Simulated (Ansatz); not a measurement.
# Au wire along [100], 7 atoms a period: bands by functional and under strain

What gap, if any, does the Au wire along [100], 7 atoms a period have, and how does it change with the functional and under strain?

Method: DFT PBE, plane waves, PAW; relaxation of a wire's period, in the first sound run; inputs show where later runs differ, in Ansatz 0.2.0.

## Step 1: The starting structure

The cell holds 7 atoms: 7 Au. Cell: a = 10.960 Å, b = 10.960 Å, c = 4.160 Å, α = 90.0°, β = 90.0°, γ = 90.0°. Vacuum lies along a and b. The structure's axis is c.

## Step 2: Relaxing the period

Band widths follow the bond lengths, so the wire is relaxed first. The atoms and the third cell vector are free; the box across stays fixed as vacuum. A Fermi-Dirac smearing is set since the result may be a metal. The pressure printed is a third of the stress's trace over the whole box, vacuum included; only the stress along the axis is relaxed.

The input, input.yaml:

```yaml
crystal:
  lattice:
    - [10.96, 0.0, 0.0]
    - [0.0, 10.96, 0.0]
    - [0.0, 0.0, 4.16]
  atoms:
    - { symbol: Au, position: [0.310218978, 0.689781022, 0.0] }
    - { symbol: Au, position: [0.5, 0.5, 0.0] }
    - { symbol: Au, position: [0.689781022, 0.689781022, 0.0] }
    - { symbol: Au, position: [0.310218978, 0.5, 0.5] }
    - { symbol: Au, position: [0.5, 0.310218978, 0.5] }
    - { symbol: Au, position: [0.5, 0.689781022, 0.5] }
    - { symbol: Au, position: [0.689781022, 0.5, 0.5] }
kpoints:
  mp_grid: { grid: [1, 1, 20] }
scf:
  occupations: { method: fermi_dirac, width: 0.05 }
hamiltonian:
  xc: pbe
relax:
  cell: { fix: [a, b, alpha, beta, gamma] }
  max_steps: 60
```

The run is started by

```sh
$ ansatz run input.yaml --threads 8 --pin off --max-ram 16384MiB --backend cpu --events-out ev --progress --plain --runs-dir out
```

Numbers of over 12 decimals in the logs are rounded to 6 here.

The program printed:

```text
Engine: ansatz 0.2.0, x86_64-unknown-linux-gnu
Pseudopotentials: kind: paw
Pseudopotential: Au, paw, valence charge 19, recommended cutoff 420 eV (normal), Au.paw.azcp
Functional definition: PBE
  parameter kappa = 0.804
  parameter beta = 0.066725
  exchange = pbe_x(kappa = kappa, mu = beta*pi^2/3)
  correlation = pbe_c(beta = beta)
Crystal: 7 atoms, lattice volume = 499.706 Å³
Basis set: ecut = 420 eV, 9757 PW (Γ), exchange–correlation on 150×150×60 points (8 copies of the dense FFT grid, shifted against one another)
Bands: 80, of which v1, the nominal top of the filled ones, is band 67 counted from 1 (66 counted from 0)
Symmetry: 4 space group operations
Space group: Pmm2 (ITA 25), of the structure as read, at distance tolerance 7.9e-5 Å
k-points: 11 of 20
Non-local potential: Au, projectors of the file, l = 0: 3, l = 1: 2, l = 2: 2, l = 3: 1
PAW form: soft (Blöchl's): semilocal exchange-correlation on the pseudo side does not see the compensation charge
PAW one-centre angular grid: Au, 590 points (default); XC on 64 Gauss nodes
Initial density: superposition of atomic densities (neutral atoms: chi_scale 0, normalization atom), corrected by the library's trained network
Initial wavefunctions: pseudopotential atomic-orbital guess
Functional: x = pbe(κ = 0.804, μ = 0.219515), c = pbe(β = 0.066725)
SCF iter   1: F=—  HF=-92039.110431 eV  |F-HF|=—  |Δ(HF+E_count)|=         —  Δρ=2.77e-3  dr2=7.91e-2  ethr=1.77e-3  ⟨swp⟩=6.5  Hψ=3436  notcnv=0  defer=19
preconditioner: auto → LDOS  [metal: Δε(μ)=0.026 eV  Ē_g=6.690 eV  σ=0.050 eV  W_gap=0.13  n_scr=86 (ndim 8)  ℏωp=14.6 eV  f_vac=0.611  D(μ)=3.85/eV (n_scr^D=12)  β→1.0]
SCF iter   2: F=—  HF=-92039.112651 eV  |F-HF|=—  |Δ(HF+E_count)|=   2.22e-3  Δρ=1.67e-3  dr2=2.40e-2  ethr=5.95e-5  ⟨swp⟩=2.2  Hψ=1530  notcnv=0  defer=57
SCF iter   3: F=—  HF=-92039.110030 eV  |F-HF|=—  |Δ(HF+E_count)|=   2.62e-3  Δρ=9.24e-4  dr2=1.05e-2  ethr=1.80e-5  ⟨swp⟩=2.0  Hψ=1536  notcnv=0  defer=57
SCF iter   4: F=—  HF=-92039.108104 eV  |F-HF|=—  |Δ(HF+E_count)|=   1.93e-3  Δρ=3.48e-4  dr2=1.34e-3  ethr=7.86e-6  ⟨swp⟩=2.1  Hψ=1244  notcnv=0  defer=57
SCF iter   5: F=—  HF=-92039.107864 eV  |F-HF|=—  |Δ(HF+E_count)|=   2.40e-4  Δρ=1.01e-4  dr2=1.63e-4  ethr=1.01e-6  ⟨swp⟩=2.1  Hψ=1243  notcnv=0  defer=57
SCF iter   6: F=—  HF=-92039.107845 eV  |F-HF|=—  |Δ(HF+E_count)|=   1.94e-5  Δρ=2.72e-5  dr2=6.44e-6  ethr=1.22e-7  ⟨swp⟩=2.0  Hψ=1255  notcnv=0  defer=57
SCF iter   7: F=—  HF=-92039.107666 eV  |F-HF|=—  |Δ(HF+E_count)|=   1.79e-4  Δρ=1.03e-5  dr2=9.21e-7  ethr=4.84e-9  ⟨swp⟩=2.3  Hψ=1449  notcnv=0  defer=57
SCF iter   8: F=-92039.107666 eV  HF=-92039.107666 eV  |F-HF|=1.52e-8  |Δ(HF+E_count)|=   2.95e-8  Δρ=3.05e-6  dr2=7.51e-8  ethr=7.52e-11  ⟨swp⟩=3.0  Hψ=3565  notcnv=0
SCF 1 converged in 8 iterations: F = -92039.107666 eV  dr2 = 7.51e-8
  greatest PAW one-centre occupation: 1.000 electrons in one spin orbital (limit 2), on the Au atom at site 1 (counted from 0), in its partial waves of l = 0
relax step   1: F+E_penalty+E_count = -92039.10766593 eV  Δ(F+E_penalty+E_count) = +0.000e0 eV  max|allowed force component| = 1.156e0 eV/Å  Δτ_max = 0.0000 Å  P = -2.192 GPa  Ω = 499.706 Å³  fix = [a, b, alpha, beta, gamma]  reactions: a -2.044, b -2.075 GPa  (8 SCF iters, dr2 threshold 1.00e-7 eV, accepted)
Crystal: 7 atoms, lattice volume = 491.252 Å³
Basis set: ecut = 420 eV, 9605 PW (Γ), exchange–correlation on 150×150×60 points (8 copies of the dense FFT grid, shifted against one another)
Initial density: handed on by an earlier stage of this run
Initial wavefunctions: those handed on with the density
iter 1 solved again at ethr=1.39e-4 eV; its pass at ethr=3.10e-3 eV (dr2=1.85e-1 eV) is discarded
SCF iter   1: F=—  HF=-92039.774777 eV  |F-HF|=—  |Δ(HF+E_count)|=         —  Δρ=5.90e-3  dr2=1.85e-1  ethr=1.39e-4  ⟨swp⟩=3.8  Hψ=4359  notcnv=0
preconditioner: auto → LDOS  [metal: Δε(μ)=0.095 eV  Ē_g=7.037 eV  σ=0.050 eV  W_gap=0.41  n_scr=86 (ndim 8)  ℏωp=14.7 eV  f_vac=0.634  D(μ)=2.62/eV (n_scr^D=8)  β→1.0]
SCF iter   2: F=—  HF=-92039.805081 eV  |F-HF|=—  |Δ(HF+E_count)|=   3.03e-2  Δρ=6.36e-3  dr2=2.89e-1  ethr=1.39e-4  ⟨swp⟩=3.8  Hψ=1865  notcnv=0
SCF iter   3: F=—  HF=-92039.729615 eV  |F-HF|=—  |Δ(HF+E_count)|=   7.55e-2  Δρ=9.09e-4  dr2=3.92e-3  ethr=1.39e-4  ⟨swp⟩=2.3  Hψ=1501  notcnv=0  defer=34
SCF iter   4: F=—  HF=-92039.729023 eV  |F-HF|=—  |Δ(HF+E_count)|=   5.92e-4  Δρ=3.31e-4  dr2=1.18e-3  ethr=2.95e-6  ⟨swp⟩=2.1  Hψ=1625  notcnv=0  defer=47
SCF iter   5: F=—  HF=-92039.728794 eV  |F-HF|=—  |Δ(HF+E_count)|=   2.29e-4  Δρ=9.83e-5  dr2=8.68e-5  ethr=8.89e-7  ⟨swp⟩=2.0  Hψ=1258  notcnv=0  defer=47
SCF iter   6: F=—  HF=-92039.728551 eV  |F-HF|=—  |Δ(HF+E_count)|=   2.43e-4  Δρ=3.30e-5  dr2=7.73e-6  ethr=6.52e-8  ⟨swp⟩=2.0  Hψ=1258  notcnv=0  defer=47
SCF iter   7: F=—  HF=-92039.728552 eV  |F-HF|=—  |Δ(HF+E_count)|=   1.23e-6  Δρ=1.24e-5  dr2=1.30e-6  ethr=5.81e-9  ⟨swp⟩=2.0  Hψ=1260  notcnv=0  defer=47
SCF iter   8: F=-92039.728552 eV  HF=-92039.728552 eV  |F-HF|=2.14e-8  |Δ(HF+E_count)|=   2.26e-8  Δρ=4.55e-6  dr2=1.01e-7  ethr=5.26e-10  ⟨swp⟩=5.0  Hψ=2954  notcnv=0
SCF 2 converged in 8 iterations: F = -92039.728552 eV  dr2 = 1.01e-7
relax step   2: F+E_penalty+E_count = -92039.72855247 eV  Δ(F+E_penalty+E_count) = -6.209e-1 eV  max|allowed force component| = 7.682e-1 eV/Å  Δτ_max = 0.1994 Å  P = +0.328 GPa  Ω = 491.252 Å³  energy of the carried Pulay correction = +6.924e-4 eV  fix = [a, b, alpha, beta, gamma]  reactions: a +0.243, b +0.555 GPa  (8 SCF iters, dr2 threshold 7.00e-7 eV, accepted)
Crystal: 7 atoms, lattice volume = 496.211 Å³
Basis set: ecut = 420 eV, 9709 PW (Γ), exchange–correlation on 150×150×60 points (8 copies of the dense FFT grid, shifted against one another)
iter 1 solved again at ethr=6.51e-5 eV; its pass at ethr=3.10e-3 eV (dr2=8.66e-2 eV) is discarded
SCF iter   1: F=—  HF=-92039.901432 eV  |F-HF|=—  |Δ(HF+E_count)|=         —  Δρ=4.45e-3  dr2=8.85e-2  ethr=6.51e-5  ⟨swp⟩=3.1  Hψ=4265  notcnv=0
preconditioner: auto → LDOS  [metal: Δε(μ)=0.076 eV  Ē_g=7.121 eV  σ=0.050 eV  W_gap=0.36  n_scr=86 (ndim 8)  ℏωp=14.6 eV  f_vac=0.635  D(μ)=2.41/eV (n_scr^D=8)  β→1.0]
SCF iter   2: F=—  HF=-92039.912191 eV  |F-HF|=—  |Δ(HF+E_count)|=   1.08e-2  Δρ=3.96e-3  dr2=1.22e-1  ethr=6.51e-5  ⟨swp⟩=3.0  Hψ=1789  notcnv=0
SCF iter   3: F=—  HF=-92039.875411 eV  |F-HF|=—  |Δ(HF+E_count)|=   3.68e-2  Δρ=7.60e-4  dr2=5.12e-3  ethr=6.51e-5  ⟨swp⟩=2.1  Hψ=1658  notcnv=0  defer=5
SCF iter   4: F=—  HF=-92039.874531 eV  |F-HF|=—  |Δ(HF+E_count)|=   8.81e-4  Δρ=2.59e-4  dr2=5.40e-4  ethr=3.85e-6  ⟨swp⟩=2.0  Hψ=1444  notcnv=0  defer=24
SCF iter   5: F=—  HF=-92039.874271 eV  |F-HF|=—  |Δ(HF+E_count)|=   2.59e-4  Δρ=1.02e-4  dr2=1.26e-4  ethr=4.06e-7  ⟨swp⟩=2.0  Hψ=1266  notcnv=0  defer=24
SCF iter   6: F=—  HF=-92039.874251 eV  |F-HF|=—  |Δ(HF+E_count)|=   1.98e-5  Δρ=3.41e-5  dr2=1.62e-5  ethr=9.44e-8  ⟨swp⟩=2.0  Hψ=1267  notcnv=0  defer=24
SCF iter   7: F=—  HF=-92039.874251 eV  |F-HF|=—  |Δ(HF+E_count)|=   4.92e-9  Δρ=1.26e-5  dr2=3.21e-6  ethr=1.22e-8  ⟨swp⟩=2.0  Hψ=1257  notcnv=0  defer=24
SCF iter   8: F=-92039.874251 eV  HF=-92039.874251 eV  |F-HF|=3.29e-9  |Δ(HF+E_count)|=   2.73e-8  Δρ=3.97e-6  dr2=1.27e-7  ethr=5.26e-10  ⟨swp⟩=5.0  Hψ=3081  notcnv=0
SCF 3 converged in 8 iterations: F = -92039.874251 eV  dr2 = 1.27e-7
relax step   3: F+E_penalty+E_count = -92039.87425147 eV  Δ(F+E_penalty+E_count) = -1.457e-1 eV  max|allowed force component| = 3.117e-1 eV/Å  Δτ_max = 0.1619 Å  P = +0.159 GPa  Ω = 496.211 Å³  energy of the carried Pulay correction = +2.848e-4 eV  fix = [a, b, alpha, beta, gamma]  reactions: a -0.117, b +0.342 GPa  (8 SCF iters, dr2 threshold 7.00e-7 eV, accepted)
[...]
relax step   4: F+E_penalty+E_count = -92039.99128111 eV  Δ(F+E_penalty+E_count) = -1.170e-1 eV  max|allowed force component| = 1.776e-1 eV/Å  Δτ_max = 0.1946 Å  P = -0.002 GPa  Ω = 507.548 Å³  energy of the carried Pulay correction = -6.319e-4 eV  fix = [a, b, alpha, beta, gamma]  reactions: a -0.206, b -0.003 GPa  (8 SCF iters, dr2 threshold 7.00e-7 eV, accepted)
[...]
relax step   5: F+E_penalty+E_count = -92040.09272573 eV  Δ(F+E_penalty+E_count) = -1.014e-1 eV  max|allowed force component| = 1.620e-1 eV/Å  Δτ_max = 0.2000 Å  P = +0.080 GPa  Ω = 522.840 Å³  energy of the carried Pulay correction = -1.836e-3 eV  fix = [a, b, alpha, beta, gamma]  reactions: a -0.071, b -0.056 GPa  (9 SCF iters, dr2 threshold 7.00e-7 eV, accepted)
[...]
relax step   6: F+E_penalty+E_count = -92040.09632296 eV  Δ(F+E_penalty+E_count) = -3.597e-3 eV  max|allowed force component| = 2.667e-1 eV/Å  Δτ_max = 0.1666 Å  P = -0.251 GPa  Ω = 546.439 Å³  energy of the carried Pulay correction = -3.626e-3 eV  fix = [a, b, alpha, beta, gamma]  reactions: a -0.023, b -0.110 GPa  (9 SCF iters, dr2 threshold 7.00e-7 eV, accepted)
[...]
relax step   7: F+E_penalty+E_count = -92040.13095209 eV  Δ(F+E_penalty+E_count) = -3.463e-2 eV  max|allowed force component| = 3.128e-2 eV/Å  Δτ_max = 0.0584 Å  P = +0.027 GPa  Ω = 535.827 Å³  energy of the carried Pulay correction = -2.831e-3 eV  fix = [a, b, alpha, beta, gamma]  reactions: a +0.050, b +0.002 GPa  (8 SCF iters, dr2 threshold 7.00e-7 eV, accepted)
[...]
relax step   8: F+E_penalty+E_count = -92040.13149017 eV  Δ(F+E_penalty+E_count) = -5.381e-4 eV  max|allowed force component| = 9.342e-3 eV/Å  Δτ_max = 0.0078 Å  P = +0.028 GPa  Ω = 536.541 Å³  energy of the carried Pulay correction = -2.885e-3 eV  fix = [a, b, alpha, beta, gamma]  reactions: a +0.048, b +0.031 GPa  (7 SCF iters, dr2 threshold 6.11e-8 eV, accepted)
Initial wavefunctions: pseudopotential atomic-orbital guess (no wavefunctions were taken with the density)
iter 1 solved again at ethr=2.51e-6 eV; its pass at ethr=3.10e-3 eV (dr2=3.33e-3 eV) is discarded
SCF iter   1: F=—  HF=-92040.097962 eV  |F-HF|=—  |Δ(HF+E_count)|=         —  Δρ=5.54e-4  dr2=6.76e-5  ethr=2.51e-6  ⟨swp⟩=3.1  Hψ=5986  notcnv=0
preconditioner: auto → LDOS  [metal: Δε(μ)=0.016 eV  Ē_g=7.108 eV  σ=0.050 eV  W_gap=0.08  n_scr=94 (ndim 8)  ℏωp=14.1 eV  f_vac=0.658  D(μ)=2.94/eV (n_scr^D=8)  β→1.0]
SCF iter   2: F=—  HF=-92040.135036 eV  |F-HF|=—  |Δ(HF+E_count)|=   3.71e-2  Δρ=3.62e-5  dr2=2.44e-5  ethr=5.08e-8  ⟨swp⟩=3.5  Hψ=1929  notcnv=0
SCF iter   3: F=—  HF=-92040.134980 eV  |F-HF|=—  |Δ(HF+E_count)|=   5.58e-5  Δρ=2.72e-5  dr2=5.87e-6  ethr=1.83e-8  ⟨swp⟩=2.0  Hψ=1272  notcnv=0
SCF iter   4: F=—  HF=-92040.134461 eV  |F-HF|=—  |Δ(HF+E_count)|=   5.19e-4  Δρ=1.64e-5  dr2=2.99e-6  ethr=4.42e-9  ⟨swp⟩=2.4  Hψ=1319  notcnv=0
SCF iter   5: F=—  HF=-92040.134496 eV  |F-HF|=—  |Δ(HF+E_count)|=   3.47e-5  Δρ=7.71e-6  dr2=7.33e-7  ethr=2.25e-9  ⟨swp⟩=2.3  Hψ=1298  notcnv=0
SCF iter   6: F=—  HF=-92040.134497 eV  |F-HF|=—  |Δ(HF+E_count)|=   1.13e-6  Δρ=1.79e-6  dr2=9.22e-8  ethr=5.51e-10  ⟨swp⟩=2.0  Hψ=1304  notcnv=0
SCF iter   7: F=—  HF=-92040.134497 eV  |F-HF|=—  |Δ(HF+E_count)|=   5.09e-7  Δρ=7.53e-7  dr2=7.21e-9  ethr=6.93e-11  ⟨swp⟩=2.2  Hψ=1270  notcnv=0
SCF iter   8: F=—  HF=-92040.134497 eV  |F-HF|=—  |Δ(HF+E_count)|=   6.20e-9  Δρ=2.92e-7  dr2=1.05e-9  ethr=5.42e-12  ⟨swp⟩=2.0  Hψ=1294  notcnv=0
SCF iter   9: F=—  HF=-92040.134497 eV  |F-HF|=—  |Δ(HF+E_count)|=  4.37e-10  Δρ=1.05e-7  dr2=7.29e-11  ethr=1.00e-12  ⟨swp⟩=2.0  Hψ=1247  notcnv=0
SCF iter  10: F=-92040.134497 eV  HF=-92040.134497 eV  |F-HF|=1.02e-10  |Δ(HF+E_count)|=    0.00e0  Δρ=4.17e-8  dr2=9.30e-12  ethr=1.00e-12  ⟨swp⟩=5.0  Hψ=3112  notcnv=0
SCF 9 converged in 10 iterations: F = -92040.134497 eV  dr2 = 9.30e-12
relax step   9: F+E_penalty+E_count = -92040.13449747 eV  Δ(F+E_penalty+E_count) = -3.007e-3 eV  max|allowed force component| = 9.070e-3 eV/Å  Δτ_max = 0.0000 Å  P = +0.028 GPa  Ω = 536.541 Å³  fix = [a, b, alpha, beta, gamma]  reactions: a +0.046, b +0.030 GPa  stress off target by 8.87e-3 GPa on what of the cell is left free  SCF on the basis re-selected at this cell (its energy is not comparable with the rows above)  (10 SCF iters)
basis re-selected at this cell: Δ(F+E_penalty+E_count) = -3.007e-3 eV, ΔP = -0.000 GPa vs the last step (what re-selecting the basis moved, of the pressure what is left beyond the Pulay correction that the steps carried, after the strain that the cell walked since its last selection, with what the two solves' SCF thresholds leave and, on support functions, any second-order correction that the steps lacked; it is no m [...]
SCF converged after 10 iterations
Free energy (F): -92040.134497 eV
Harris-Foulkes:  -92040.134497 eV  (|F-HF|=1.02e-10)
Internal energy: -92040.111217 eV  (E = F + TS)
E sigma→0 (E₀):  -92040.122857 eV
Entropy (-TS):   -0.023281 eV (-3.326 meV/atom)
Fermi energy:    0.646513 eV
--- Per-component energies (eV) ---
  E_band       = -3975.391602
  E_kinetic    = 4236.028802
  E_local      = -60498.882850  (includes V_loc(G=0)·N_el)
  E_nonlocal   = 523.958675
  E_hartree    = 28109.199408
  E_xc         = -1587.630475
  E_vxc        = -1914.045060  (∫ρ·V_xc dr)
  E_paw        = -67952.271517  (= ΣΔE_a)
  E_vpaw       = -2540.859977  (= ΣTr[D̂ρ^β])
  E_aug_tail   = 0.010003  (compensation charges beyond the density's cutoff)
  E_ewald      = 5129.476738
  E_smearing   = -0.023281  (= −TS)
  E_closure    = -0.000000  (closes the sum)
  Σ components = -92040.134497   (vs F -92040.134497, Δ=0.00e0)
--- Forces (eV/Å), atoms counted from 1 ---
  atom   1  Au    -0.00906955    -0.00205641     0.00000000
  atom   2  Au     0.00000000     0.00129958     0.00000000
  atom   3  Au     0.00906955    -0.00205641     0.00000000
  atom   4  Au    -0.00588236    -0.00153842     0.00000000
  atom   5  Au     0.00000000     0.00081995     0.00000000
  atom   6  Au     0.00000000     0.00506203     0.00000000
  atom   7  Au     0.00588236    -0.00153842     0.00000000
  max |Σ_I F_I| component: 8.08e-6 eV/Å
--- Stress (GPa, compression-positive) ---
        0.045619       0.000000       0.000000
        0.000000       0.029881       0.000000
        0.000000       0.000000       0.008868
  P = ⅓ Tr σ = 0.0281 GPa (0.281 kbar)
--- Relaxed structure (8 steps of the walk, 8 accepted, 1 SCFs on fresh bases) ---
  F+E_penalty+E_count = -92040.13449747 eV   max|allowed force component| = 9.070e-3 eV/Å   (the final SCF, on the basis selected at the relaxed cell)
  cell:  # Å, volume = 536.5407 Å³
    - [10.96, 0.0, 0.0]
    - [0.0, 10.96, 0.0]
    - [0.0, 0.0, 4.466647]
  atoms:
    - { symbol: Au, position: [0.362051, 0.671026, 0.0] }
    - { symbol: Au, position: [0.5, 0.440987, 0.0] }
    - { symbol: Au, position: [0.637949, 0.671026, 0.0] }
    - { symbol: Au, position: [0.361202, 0.524652, 0.5] }
    - { symbol: Au, position: [0.5, 0.305081, 0.5] }
    - { symbol: Au, position: [0.5, 0.742139, 0.5] }
    - { symbol: Au, position: [0.638798, 0.524652, 0.5] }
```

Run time: 14 s. Hardware: 8 threads of AMD EPYC 9R45, shared host; peak memory 1.8 GiB.

Relaxation path:

```csv
step,energy less that of the first step (eV),largest force component (eV/Å),pressure (GPa),volume (Å³)
1,0.0000,1.1565,-2.19,499.71
2,-0.6209,0.7682,0.33,491.25
3,-0.7666,0.3117,0.16,496.21
4,-0.8836,0.1776,0.00,507.55
5,-0.9851,0.1620,0.08,522.84
6,-0.9887,0.2667,-0.25,546.44
7,-1.0233,0.0313,0.03,535.83
8,-1.0238,0.0093,0.03,536.54
9*,-1.0268,0.0091,0.03,536.54
```

Relaxation steps marked * repeat the geometry before them on a plane-wave basis chosen anew for their cell, so energy and pressure can jump there.

Forces are held to the 4 operations that the run works with; a distortion that breaks them can't arise in this run.

| cell as run | before | after | change |
| --- | --- | --- | --- |
| c (Å) | 4.160 | 4.467 | +7.4 % |

The atoms that moved most (Å, along periodic axes as changes of fractional coordinates times the final cell, across vacuum about the mean position):

| atom | dx | dy | dz | length |
| --- | --- | --- | --- | --- |
| Au2 | 0.000 | -0.647 | 0.000 | 0.647 |
| Au7 | -0.559 | 0.270 | 0.000 | 0.621 |
| Au4 | 0.559 | 0.270 | 0.000 | 0.621 |
| Au3 | -0.568 | -0.206 | 0.000 | 0.604 |
| Au1 | 0.568 | -0.206 | 0.000 | 0.604 |
| Au6 | 0.000 | 0.574 | 0.000 | 0.574 |
| Au5 | 0.000 | -0.056 | 0.000 | 0.056 |

The relaxed structure:

```cif
data_structure
_symmetry_space_group_name_H-M 'P 1'
_symmetry_Int_Tables_number 1
_cell_length_a 10.9600
_cell_length_b 10.9600
_cell_length_c 4.4666
_cell_angle_alpha 90.000
_cell_angle_beta 90.000
_cell_angle_gamma 90.000
_cell_volume 536.54
loop_
_atom_site_label
_atom_site_type_symbol
_atom_site_fract_x
_atom_site_fract_y
_atom_site_fract_z
_atom_site_occupancy
Au1 Au 0.36205 0.67103 0.00000 1
Au2 Au 0.50000 0.44099 0.00000 1
Au3 Au 0.63795 0.67103 0.00000 1
Au4 Au 0.36120 0.52465 0.50000 1
Au5 Au 0.50000 0.30508 0.50000 1
Au6 Au 0.50000 0.74214 0.50000 1
Au7 Au 0.63880 0.52465 0.50000 1
```

This step gave:

```
energy at zero smearing    : -92040.1229 eV
cell length along the wire : 4.467 Å
```

The cell's length comes to 4.467 Å with spin left out. 2 contacts a cell pass between under 1.1 and over 1.27 times the sum of covalent radii, so the wire has rearranged from the shape that names it.

(Continued in part 2 of 3.)

[Logs are printed without paths, hosts, clocks, repeated set-up lines and the standing remarks that a program may print on its own settings, such as how far it seeks lower states.]

[Hosts, paths, dates, database ids (printed as entryN), source tags and the programs' standing remarks are cut or masked in the printed files.]
